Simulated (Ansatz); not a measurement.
# How strongly the parts of twisted silicene bilayer, 7.34° (244 atoms) bind: runs compared

Aim: the interaction energy between the two parts of twisted silicene bilayer, 7.34° (244 atoms) and its distance dependence.

Computed with Ansatz 0.2.0: Kohn-Sham DFT, PBE+D4, PAW (set soft_2), plane waves.

### 1. The cell as built

The cell holds 244 atoms: 244 Si. Cell: a = 30.148 Å, b = 30.148 Å, c = 16.170 Å, α = 90.0°, β = 90.0°, γ = 120.0°. It derives from Si (silicene). Silicene (a = 3.86 Å) under silicene (a = 3.86 Å), bilayer, commensurate cell of 61 unit cells a layer, twist 7.34 deg; facing planes 3.29 Å apart; 12 Å of vacuum; layers as built, displaced by a Gaussian of 0.01 Å. Regions: layer 1, 122 atoms (122 Si); layer 2, 122 atoms (122 Si). Vacuum lies along c.

### 2. The reference run

The reference is a single point at the end of the relaxation.

The parts (lower: layer 1 and upper: layer 2) keep their atoms where they stand in it, and shifted cells move the upper part rigidly.

Its input, with most atom lines left out:

```yaml
crystal:
  lattice:
    - [30.1476, 0.0, 0.0]
    - [-15.0738, 26.10859, 0.0]
    - [0.0, 0.0, 16.17]
  atoms:
    - { symbol: Si, position: [0.08714, 0.86551, 0.44036] }
    - { symbol: Si, position: [0.08633, 0.78665, 0.44252] }
    - { symbol: Si, position: [0.15256, 0.00826, 0.42856] }
    - { symbol: Si, position: [0.15287, 0.93643, 0.37216] }
    - { symbol: Si, position: [0.09386, 0.64956, 0.41892] }
    - { symbol: Si, position: [0.11077, 0.58438, 0.38517] }
    - { symbol: Si, position: [0.16753, 0.7921, 0.43737] }
    [... atom lines 8 to 244 left out ...]
kpoints:
  mp_grid: { grid: [3, 3, 1] }
hamiltonian:
  xc: pbe
  dispersion: d4
scf:
  occupations: { method: gaussian, width: 0.05 }
output:
  forces: true
  populations: intrinsic
  dos:
    method: { smearing: { sigma: 0.08 } }
    de: 0.1
    projected: { site_lists: { Si: [Si] } }
  eigenvalues: true
  write_density: true
  write_potential: true
  volumetric_format: npy
```

```
free energy per atom   : -635.6024 eV/atom
r.m.s. force component : 0.07431 eV/Å
```

No gap is quoted, since levels at the Fermi energy are partly filled.

### 3. The runs

Each row is one run, on 1 × NVIDIA H100 80GB HBM3 with 11 threads of AMD EPYC 7R13 (Zen 3), shared host. The free energy is the program's total, comparable only between runs with the same functional, potentials and atoms, or as a whole against its parts.

```
                                 run  atoms                outcome  ionic steps, all passes  free energy (eV)    time  host memory (GiB)
           Single point at the start    244              converged                        -       -155057.707    31 s                3.3
                          Relaxation    244  cut at the time limit                       52       -155086.974  19 min                4.2
Single point at the relaxed geometry    244              converged                        -       -155086.974    72 s                9.3
                The lower part alone    122              converged                        -        -77501.720    22 s                3.5
                The upper part alone    122              converged                        -        -77500.264    21 s                3.5
          Upper part moved by +0.3 Å    244              converged                        -       -155075.840    44 s                3.3
          Upper part moved by -0.3 Å    244              converged                        -       -155066.619    46 s                3.3
          Upper part moved by +0.8 Å    244              converged                        -       -155048.965    38 s                3.3
          Upper part moved by +1.6 Å    244              converged                        -       -155019.851    42 s                3.3
```

In some runs the program notes that it cut back its plan to fit the GPU's memory, the dispersion model switches parameters near this geometry, it cut back its work space to fit the memory limit and the exchange-correlation potential is rough where the density is thin.

### 4. Interaction energy

Whole cell less its two parts, each frozen at the geometry of the whole and solved in the same cell with the same functional, so that energy zeros cancel. The upper part is 'layer 2' and the lower part 'layer 1'. The nearest atoms of the two parts stand 2.33 Å apart. The face is 787.1 Å².

```
functional  interaction energy (eV)  of it, the added dispersion term (eV)  per area (meV/Å²)  per area (J/m²)  per atom of the upper part (meV)
    PBE+D4                  -84.990                                -17.356             -108.0            -1.73                            -696.6
```

### 5. Energy against separation

The upper part is moved rigidly along the normal from its place in the reference.

```csv
shift (Å),energy change (eV),per area (meV/Å²),share of the binding lost (%)
-0.3,20.355,25.86,-
+0.0,0.000,0.00,-
+0.3,11.135,14.15,13
+0.8,38.009,48.29,45
+1.6,67.123,85.28,79
```

### 6. Levels of whole and parts

```csv
cell,level spacing (eV),"vacuum level at the upper face, over the highest filled level, or over E_F where no gap is given (eV)",moment (μB)
whole,-,4.72,no spin
lower part,-,4.59,no spin
upper part,-,4.58,no spin
```

A dash marks a cell without a clear gap, or without a flat potential in the vacuum.

### 7. Outcome

The parts bind with 108.0 meV/Å² (85.0 eV for the cell) at the level PBE+D4, far more than van der Waals binding between intact sheets, and bonds of chemical length cross the interface. The added dispersion term contributes -17.356 eV, the functional itself -67.634 eV. The curvature over ±0.3 Å is 7.1×10²⁰ N/m³, and the energy rises faster on the near side. At +1.6 Å, 79 % of the binding is lost; the shift also narrows the vacuum to the periodic image.

Caveats: The parts are frozen, so the energy of their deformation isn't counted. The relaxation stopped at its limit, so the geometry called relaxed here isn't at a minimum. No correction is made for dipoles across the vacuum, and the parts also feel their periodic images through it. The program warns that the dispersion model switches its C6 values near this geometry, which can put artefacts into forces and pressure.

The DFT runs together took 24 min of wall time.

[Logs are printed without paths, hosts, clocks, repeated set-up lines and the standing remarks that a program may print on its own settings, such as how far it seeks lower states.]

[Hosts, paths, dates, database ids (printed as entryN), source tags and the programs' standing remarks are cut or masked in the printed files.]
